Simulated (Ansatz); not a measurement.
**NaLiZnO2: complex band structure**

A new crystal, NaLiZnO2: structure, gap and complex bands. It is built by putting O for S in the NaLiZnS2 structure of space group P3m1, with the volume rescaled by atomic radii. The parent structure comes from the Materials Project.

Calculated with Ansatz 0.2.0; PBE DFT, plane waves, PAW files, in the first sound run; inputs show where later runs differ.

Most raw output is cut from this account.

The structure was built from a prototype and need not be the compound's stable phase.

### Step 1. The starting structure

It takes space group P3m1 (No. 156, trigonal). The conventional cell has a = 3.727 Å, b = 3.727 Å, c = 6.387 Å, α = 90.00°, β = 90.00°, γ = 120.00°. Nearest to Na lie 6 O at 2.66 to 2.85 Å. Nearest to Li lie 4 O at 2.22 to 2.41 Å. Zn has 4 O at 2.17 to 2.29 Å nearest. Nearest to O lie 3 Zn at 2.29 Å and 1 Li at 2.41 Å and 3 Na at 2.85 Å. Nearest to O lie 1 Zn at 2.17 Å and 3 Li at 2.22 Å and 3 Na at 2.66 Å. It derives from NaLiZnS2. O for S in the NaLiZnS2 structure of space group P3m1. Farther neighbours and most contacts between anions are not listed.

### Step 2. Relaxing the new crystal

The substituted atoms don't fit the parent's cell, so cell and atoms relax together. A small smearing keeps the run stable in case the gap closes on the way.

Contents of input.yaml:

```yaml
crystal:
  lattice:
    - [3.72732513, 0.0, 0.0]
    - [-1.863662565, 3.2279582507, 0.0]
    - [0.0, 0.0, 6.3873299827]
  atoms:
    - { symbol: Na, position: [0.0, 0.0, 0.026164] }
    - { symbol: Li, position: [0.3333333333, 0.6666666667, 0.356647] }
    - { symbol: Zn, position: [0.6666666667, 0.3333333333, 0.611634] }
    - { symbol: O, position: [0.3333333333, 0.6666666667, 0.733812] }
    - { symbol: O, position: [0.6666666667, 0.3333333333, 0.271743] }
kpoints:
  mp_grid: { grid: [6, 6, 4] }
scf:
  occupations: { method: gaussian, width: 0.03 }
hamiltonian:
  xc: pbe
output:
  forces: true
  stress: true
relax:
  f_tol: 0.02
  max_steps: 60
  cell: {}
```

Run with:

```console
$ ansatz run input.yaml --threads 2 --pin off --max-ram 4096MiB --backend cpu --events-out ev --progress --plain --runs-dir out
```

Wall time 29 s (2 threads of Intel Xeon Platinum 8259CL at 2.50GHz (Skylake/Cascade Lake), shared host); peak memory 0.45 GiB.

Relaxation path:

```
step  energy less that of the first step (eV)  largest force component (eV/Å)  pressure (GPa)  volume (Å³)
   1                                   0.0000                          1.5591          -14.24        76.85
   2                                  -0.9282                          0.7102           -9.91        66.65
   3                                  -1.3017                          0.1739           -1.48        58.30
   4                                  -1.3211                          0.2781            1.11        55.53
   5                                  -1.3282                          0.0691            0.16        56.42
   6                                  -1.3297                          0.0416           -0.04        56.52
   7                                  -1.3310                          0.0157            0.04        56.41
  8*                                  -1.3158                          0.0188           -0.39        56.41
   9                                  -1.3173                          0.0091            0.01        56.07
 10*                                  -1.3161                          0.0091           -0.01        56.07
  11                                  -1.3162                          0.0029            0.01        56.07
 12*                                  -1.3161                          0.0029            0.01        56.07
```

Relaxation steps marked * repeat the geometry before them on a plane-wave basis chosen anew for their cell, so energy and pressure can jump there.

Forces are held to the 6 operations that the run works with; a distortion that breaks them can't arise in this run.

```
conventional cell, symmetrised  before  after   change
                         a (Å)   3.727  3.315  -11.1 %
                         b (Å)   3.727  3.315  -11.1 %
                         c (Å)   6.387  5.893   -7.7 %
              volume (Å³/atom)   15.37  11.21  -27.0 %
```

The atoms that moved most (Å, as changes of fractional coordinates times the final cell):

```
atom     dx     dy      dz  length
 Li2  0.000  0.000  -0.140   0.140
  O5  0.000  0.000   0.076   0.076
 Zn3  0.000  0.000   0.052   0.052
  O4  0.000  0.000   0.036   0.036
 Na1  0.000  0.000  -0.024   0.024
```

Final coordinates:

```cif
data_structure
_symmetry_space_group_name_H-M 'P 1'
_symmetry_Int_Tables_number 1
_cell_length_a 3.3145
_cell_length_b 3.3145
_cell_length_c 5.8931
_cell_angle_alpha 90.000
_cell_angle_beta 90.000
_cell_angle_gamma 120.000
_cell_volume 56.07
loop_
_atom_site_label
_atom_site_type_symbol
_atom_site_fract_x
_atom_site_fract_y
_atom_site_fract_z
_atom_site_occupancy
Na1 Na 0.00000 0.00000 0.02201 1
Li2 Li 0.33333 0.66667 0.33282 1
Zn3 Zn 0.66667 0.33333 0.62049 1
O4 O 0.33333 0.66667 0.73999 1
O5 O 0.66667 0.33333 0.28469 1
```

This step gave:

| Property | Result |
| --- | --- |
| free energy | -6147.7742 eV |
| Fermi energy | 5.908 eV |
| pressure | 0.009272 GPa |

The largest force component on a free atom ends at 0.0029 eV/Å.

### Step 3. Band edges

The energy window and the wavevectors of the next steps follow from the band edges, so these are searched first, off the mesh as well.

Contents of input.yaml:

```yaml
crystal:
  lattice:
    - [3.3145372529, 0.0, 0.0]
    - [-1.6572686264, 2.8704734628, 0.0]
    - [0.0, 0.0, 5.8930808146]
  atoms:
    - { symbol: Na, position: [0.0, 0.0, 0.0220079424] }
    - { symbol: Li, position: [0.3333333333, 0.6666666667, 0.3328224198] }
    - { symbol: Zn, position: [0.6666666667, 0.3333333333, 0.620487459] }
    - { symbol: O, position: [0.3333333333, 0.6666666667, 0.7399885369] }
    - { symbol: O, position: [0.6666666667, 0.3333333333, 0.2846936419] }
kpoints:
  mp_grid: { grid: [8, 8, 4] }
  band_path: { path: [VBM, CBM], npoints: 30 }
scf:
  occupations: { method: fixed }
hamiltonian:
  xc: pbe
output:
  eigenvalues: true
  write_potential: true
  write_density: true
  volumetric_format: npy
  elf: true
```

The job ended after 6 s (2 threads; peak memory 0.41 GiB; 11 s of CPU time).

This step gave:

```
free energy         : -6147.7751 eV
Fermi energy        : 5.106 eV
gap on the k-mesh   : 1.603 eV
gap on path         : 1.603 eV, by band count; negative where bands overlap
direct gap on path  : 1.603 eV
edge places on path : 0, 0 1/A along the path
```

Levels at VBM (eV): -5.38, -5.38, -5.04, -4.59, -4.59, -3.96, -0.60, -0.60, -0.16, 0.00, 0.00, 1.60, 6.98, 7.78.

Valence density in the ac plane at fractional y = 0.333, with atoms of Zn and O within 0.2 Å of it. It is the smooth field of the valence electrons, not physical close to the nuclei.

Ten steps, logarithmic in the rise over the least value, from '_' (0 e/Å³) to '@' (38 e/Å³):
```
__________________________________
__________________________________
__________________________________
__________________________________
__________________________________
____......________________________
__..........______............____
..................::::----::......
................::--==++++==::....
................::==##%%%%**==::..
__________......--++%%@@@@##++::..
____________....--++%%@@@@##==::..
______________..::==**####**--::..
______________..::--======--::..__
________________....::::::::....__
________________......::::....____
________________....::::::......__
______________....::::----::::..__
______________..::--======--::::..
____________....::==++++++++--::..
____________..::--++******++==::..
____________..::--++******++==::..
____________....::==++++++++--::..
______________..::--======--::....
________________..::::::::::....__
__________________............____
__________________________________
__________________________________
__________________________________
__________________________________
```
Columns run along a (3.3 Å), rows up along c (5.9 Å). Atoms in or near the plane, at fractional coordinates: Zn at (0.67, 0.62), O at (0.67, 0.28).

ELF in the ac plane at fractional y = 0.333, with atoms of Zn and O within 0.2 Å of it. It is the smooth field of the valence electrons, not physical close to the nuclei.

Ten even steps from '_' (0.00) to '@' (0.84):
```
__________________________________
__________________________________
__________________________________
..::::::::::......................
--====++====--::................::
==++******++--::......::........::
==++******++--::....::::::::....::
--++******++--....................
::==****++==::......________......
::--++++==--......____________....
..::--==--::......____________....
....::::::........____________....
..............::..__________......
................::..________..::..
....______........................
..________....::::::::::::::::::..
::________..::--====++++++++====--
--..______..--++##%%%%%%%%%%%%**++
==..______::++##%%@@@@%%%%@@@@%%**
++..______::**%%@@@@%%****%%@@@@%%
**::______--##@@@@@@**--==##@@@@%%
**::______--##@@@@@@##==++%%@@@@%%
**::____..--##@@@@@@%%####@@@@@@%%
++..______::**%%@@@@@@@@@@@@@@@@##
::________..--**%%@@@@@@@@@@%%##++
..__________..==**##%%%%%%%%##++--
______________..--++********==::..
________________..::--==----::____
____....____________........______
____....__________________________
```
Columns run along a (3.3 Å), rows up along c (5.9 Å). Atoms in or near the plane, at fractional coordinates: Zn at (0.67, 0.62), O at (0.67, 0.28).

Electrostatic potential energy in the ac plane at fractional y = 0.333, with atoms of Zn and O within 0.2 Å of it. With pseudopotentials it is smooth inside the atoms' cores, unlike the true potential.

Ten even steps from '_' (-37 eV) to '@' (10 eV):
```
@@@@%%%%@@@@@@@@@@@@@@@@@@@@@@@@@@
@@@@@@@@@@@@@@@@@@@@@@@@@@@@@@@@@@
@@@@@@@@@@@@@@@@@@@@@@@@@@@@@@@@@@
@@@@@@@@@@@@@@@@@@@@@@@@@@@@@@@@@@
@@@@@@@@@@@@@@@@@@@@@@@@@@@@@@@@@@
@@@@@@@@@@@@@@@@@@@@%%%%%%%%@@@@@@
@@@@@@@@@@@@@@@@%%##******##%%@@@@
@@@@@@@@@@@@@@%%##++------==++##@@
@@@@@@@@@@@@@@##++--::....::--++%%
@@@@@@@@@@@@%%**--::______..::==##
@@@@@@@@@@@@%%++--..________..--**
%%@@@@@@@@@@%%++--..________::==**
@@@@@@@@@@@@%%**--::______..::==##
@@@@@@@@@@@@@@##++--::....::==**%%
@@@@@@@@@@@@@@%%##++========**%%@@
@@@@@@@@@@@@@@@@@@%%##****##%%@@@@
@@@@@@@@@@@@@@@@@@@@@@@@@@@@@@@@@@
@@@@@@@@@@@@@@@@@@@@##****%%@@@@@@
@@@@@@@@@@@@@@@@@@**--::::==##@@@@
@@@@@@@@@@@@@@@@##--______..==%%@@
@@@@@@@@@@@@@@@@**::________--##@@
@@@@@@@@@@@@@@@@**::________--##@@
@@@@@@@@@@@@@@@@%%--..____..==@@@@
@@@@@@@@@@@@@@@@@@##--::::==%%@@@@
@@@@@@@@@@@@@@@@@@@@%%####@@@@@@@@
@@@@@@@@@@@@@@@@@@@@@@@@@@@@@@@@@@
@@@@@@%%@@@@@@@@@@@@@@@@@@@@@@@@@@
@@%%%%%%%%@@@@@@@@@@@@@@@@@@@@@@@@
@@%%%%%%%%@@@@@@@@@@@@@@@@@@@@@@@@
@@%%%%%%%%@@@@@@@@@@@@@@@@@@@@@@@@
```
Columns run along a (3.3 Å; values clipped at the 3rd and 97th percentile), rows up along c (5.9 Å). Atoms in or near the plane, at fractional coordinates: Zn at (0.67, 0.62), O at (0.67, 0.28).

The searched edges give 1.60 eV, as on the mesh.

### Step 4. Decaying states in the gap, plane (100), k-mesh 8×4×8

This step: PBE DFT, plane waves, PAW files; complex bands by layer matching along the plane's normal (Ansatz 0.2.0).

The same crystal is laid in a cell whose first two vectors span the (100) plane (indices of the standard conventional cell, whose axes can be ordered otherwise than in the bulk input). At fixed energy and wavevector in the plane the solver finds all kz, real and complex. A few wavevectors are listed, (0, 0) and (0.5, 0) in units of the plane's reciprocal vectors; the slowest state needn't be among them.

Contents of input.yaml:

```yaml
crystal:
  lattice:
    - [3.314537253, 0.0, 0.0]
    - [0.0, 5.893080815, 0.0]
    - [1.657268626, 0.0, 2.870473463]
  atoms:
    - { symbol: Na, position: [0.0, 0.0220079424, 0.0] }
    - { symbol: Li, position: [0.3333333333, 0.3328224198, 0.3333333333] }
    - { symbol: Zn, position: [0.6666666667, 0.620487459, 0.6666666667] }
    - { symbol: O, position: [0.3333333333, 0.7399885369, 0.3333333333] }
    - { symbol: O, position: [0.6666666667, 0.2846936419, 0.6666666667] }
kpoints:
  mp_grid: { grid: [8, 4, 8] }
scf:
  occupations: { method: fixed }
hamiltonian:
  xc: pbe
output:
  eigenvalues: true
  transmission:
    leads: [[0, 0]]
    kpoints: [[0.0, 0.0], [0.5, 0.0]]
    e_range: [-1.0, 2.6]
    de: 0.09
```

It took 12 s on 2 threads; peak memory 0.54 GiB.

Numbers from this step:

```yaml
level_to_which_the_leads_are_filled: 0.8016 eV from the Fermi level
decay_constant_at_the_filling_level_zone_centre: 0.1743 Å⁻¹
decay_constant_at_the_filling_level_slowest_listed_point: 0.1743 Å⁻¹
```

K parallel (0, 0); values up to 1.5 1/Å, a degenerate pair printed once or twice; energies at which all values exceed this have no row. Table of Im kz of the slowest decaying states by energy, zero at the highest filled level on the SCF mesh:

```
energy (eV)  decay 1 (Å⁻¹)  decay 2 (Å⁻¹)  decay 3 (Å⁻¹)  decay 4 (Å⁻¹)
      -1.00          0.103          0.685           1.06           1.23
      -0.73          0.505           1.07           1.22           1.42
      -0.46          0.137          0.253           1.06           1.21
      -0.19          0.203          0.409           1.05           1.19
      -0.01          0.375          0.476           1.03           1.18
       0.26          0.139          0.403          0.472          0.541
       0.53          0.169          0.450          0.611           1.07
       0.80          0.174          0.489          0.683           1.08
       1.07          0.161          0.521          0.736           1.09
       1.34          0.124          0.547          0.778           1.07
       1.61          0.566          0.812           1.03           1.11
       1.79          0.577          0.831           1.00           1.11
       2.06          0.590          0.856          0.966           1.12
       2.33          0.599          0.876          0.929           1.13
       2.60          0.604          0.893          0.895           1.13
```

K parallel (0, 0). Table of Re kz of states that move upwards by energy, zero at the highest filled level on the SCF mesh:

```
energy (eV)  channel 1 (Å⁻¹)  channel 2 (Å⁻¹)  channel 3 (Å⁻¹)  channel 4 (Å⁻¹)
      -1.00           -0.545           -0.461           -0.232                -
      -0.82           -0.919           -0.457           -0.327           -0.168
      -0.73           -0.849           -0.414           -0.245           -0.127
      -0.55           -0.712           -0.329                -                -
      -0.46           -0.998           -0.635           -0.286                -
      -0.28           -0.605           -0.434           -0.200                -
      -0.10           -0.325           -0.106                -                -
      -0.01          -0.0962          -0.0304                -                -
       0.17                -                -                -                -
       0.26                -                -                -                -
       0.44                -                -                -                -
       0.62                -                -                -                -
       0.71                -                -                -                -
       0.89                -                -                -                -
       0.98                -                -                -                -
       1.16                -                -                -                -
       1.34                -                -                -                -
       1.43                -                -                -                -
       1.61           0.0221                -                -                -
       1.70           0.0835                -                -                -
       1.88            0.147                -                -                -
       2.06            0.197                -                -                -
       2.15            0.219                -                -                -
       2.33            0.262                -                -                -
       2.42            0.282                -                -                -
       2.60            0.322                -                -                -
```

K parallel (0.5, 0); values up to 1.5 1/Å, a degenerate pair printed once or twice; energies at which all values exceed this have no row. Im kz of the slowest decaying states against energy, zero at the highest filled level on the SCF mesh:

```
energy (eV)  decay 1 (Å⁻¹)  decay 2 (Å⁻¹)  decay 3 (Å⁻¹)  decay 4 (Å⁻¹)
      -1.00          0.156          0.265          0.486           1.37
      -0.82          0.210          0.518           1.39              -
      -0.73          0.222          0.530           1.40              -
      -0.55          0.459          0.553           1.42              -
      -0.46         0.0652          0.509          0.564           1.43
      -0.28          0.276          0.583          0.586           1.45
      -0.10          0.355          0.608          0.637           1.46
      -0.01          0.381          0.619          0.660           1.46
       0.17           0.42          0.638          0.700           1.47
       0.26          0.435          0.647          0.718           1.47
       0.44          0.458          0.664          0.749           1.48
       0.62          0.475          0.679          0.777           1.48
       0.71          0.482          0.686          0.789           1.49
       0.89          0.493          0.697          0.812           1.49
       0.98          0.498          0.702          0.823           1.49
       1.16          0.505          0.711          0.843           1.49
       1.34          0.511          0.719          0.861           1.49
       1.43          0.513          0.722          0.869           1.49
       1.61          0.516          0.727          0.886           1.48
       1.70          0.518          0.729          0.893           1.48
       1.88          0.519          0.732          0.908           1.47
       2.06          0.519          0.734          0.922           1.47
       2.15          0.519          0.735          0.929           1.46
       2.33          0.517          0.735          0.942           1.46
       2.42          0.516          0.734          0.948           1.45
       2.60          0.513          0.733          0.961           1.44
```

At the listed wavevectors the last open channel is at -0.01 eV and the next at +1.61 eV on the grid. At +0.80 eV, the grid energy nearest the filling level (the middle of the gap on the SCF mesh), the slowest state at the listed wavevectors decays with κ = 0.174 Å⁻¹, its amplitude falling by e over 5.7 Å. Through 1 nm of this crystal that state's transmission falls by exp(−2 × 0.174 Å⁻¹ × 10 Å) = 0.031.

### Step 5. Decay over the two-dimensional zone

The listed points could miss the slowest state, so one energy near mid-gap is solved on a mesh of 10×4.

input.yaml, as its differences from that of step 4:

```diff
@@ -19,6 +19,2 @@
   eigenvalues: true
-  transmission:
-    leads: [[0, 0]]
-    kpoints: [[0.0, 0.0], [0.5, 0.0]]
-    e_range: [-1.0, 2.6]
-    de: 0.09
+  transmission: { leads: [[0, 0]], kmesh: [10, 4], e_range: [0.8, 0.81], de: 0.05 }
```

Run time: 9.2 s. Hardware: 2 threads; peak memory 0.54 GiB; 18 s of CPU time.

Numbers from this step:

| Quantity | Value |
| --- | --- |
| least decay constant on the mesh | 0.1743 Å⁻¹ |

Slowest decay constant (1/Å; 0 where a channel is open) over k1 and k2. At 0.8000 eV from the Fermi level.

Ten even steps from '_' (0.174) to '@' (0.488):
```
@@@@@@%%++::++%%@@@@
@@@@@@%%::__::%%@@@@
@@@@@@%%++::++%%@@@@
@@@@@@@@**--**@@@@@@
```
Columns: k1 (b1) from -0.5 to 0.4; rows upwards: k2 (b2) from -0.5 to 0.25.

The least value on the mesh is 0.174 Å⁻¹ at +0.80 eV. At that energy the listed points give about 0.174 Å⁻¹ by interpolation, so the mesh holds no clearly slower state.

(Part 1 of 2 ends here.)

[Logs are printed without paths, hosts, clocks, repeated set-up lines and the standing remarks that a program may print on its own settings, such as how far it seeks lower states.]

[Hosts, paths, dates, database ids (printed as entryN), source tags and the programs' standing remarks are cut or masked in the printed files.]
